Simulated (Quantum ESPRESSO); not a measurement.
# AlN (wurtzite): which axis gives way under pressure?

Cell and atoms of wurtzite AlN are relaxed at set pressures, to see how each axis shrinks. The real crystal leaves this structure near 21 GPa (arxiv:cond-mat/0301045), so the highest rows describe a metastable cell.

Calculated with Quantum ESPRESSO 7.5, PBEsol, PseudoDojo 0.4.1 norm-conserving potentials, cutoff 1170 eV, Fermi–Dirac smearing 0.02 eV, k-mesh 10×10×6, no spin polarisation, no spin-orbit coupling.

Reference cell, relaxed at zero pressure with PBEsol (P6_3mc): a = 3.1130 Å, b = 3.1130 Å, c = 4.9829 Å, α = 90.00°, β = 90.00°, γ = 120.00°.

```
atom       x       y       z
  Al  0.3333  0.6667  0.0009
  Al  0.6667  0.3333  0.5009
   N  0.6667  0.3333  0.1190
   N  0.3333  0.6667  0.6190
```

| P (GPa) | a (Å) | c (Å) | c/a |
| --- | --- | --- | --- |
| −4.00 | 3.1333 | 5.0219 | 1.6028 |
| 0.00 | 3.1130 | 4.9829 | 1.6007 |
| 4.99 | 3.0902 | 4.9382 | 1.5980 |
| 10.00 | 3.0697 | 4.8960 | 1.5949 |
| 15.01 | 3.0510 | 4.8566 | 1.5918 |
| 30.01 | 3.0043 | 4.7485 | 1.5806 |

**Question.** Give the linear compressibility of each axis at zero pressure, and the edges at 20.01 GPa, a row left out above.

Least squares with l = l0 + l1 P + l2 P² gives for a: l0 = 3.1134 Å, l1 = −4.738e−3 Å/GPa, l2 = 3.69e−5 Å/GPa², so β = −l1/l0 = 1.522 × 10⁻³ GPa⁻¹ and the withheld edge is 3.0333 Å. The run itself gives 3.0340 Å, so the estimate misses by 0.0007 Å, more than the largest misfit of the fitted rows (0.0004 Å).

Least squares with l = l0 + l1 P + l2 P² gives for c: l0 = 4.9836 Å, l1 = −9.209e−3 Å/GPa, l2 = 4.61e−5 Å/GPa², so β = −l1/l0 = 1.848 × 10⁻³ GPa⁻¹ and the withheld edge is 4.8178 Å. The run itself gives 4.8193 Å, so the estimate misses by 0.0015 Å, more than the largest misfit of the fitted rows (0.0009 Å).

The compressibilities add to the volume compressibility, 2β_a + β_c = 4.892 × 10⁻³ GPa⁻¹, or B0 ≈ 204 GPa; a parabola over so wide a range errs a few per cent to the stiff side. The c axis is the softest, 1.2 times as compressible as a.

[Logs are printed without paths, hosts, clocks, repeated set-up lines and the standing remarks that a program may print on its own settings, such as how far it seeks lower states.]
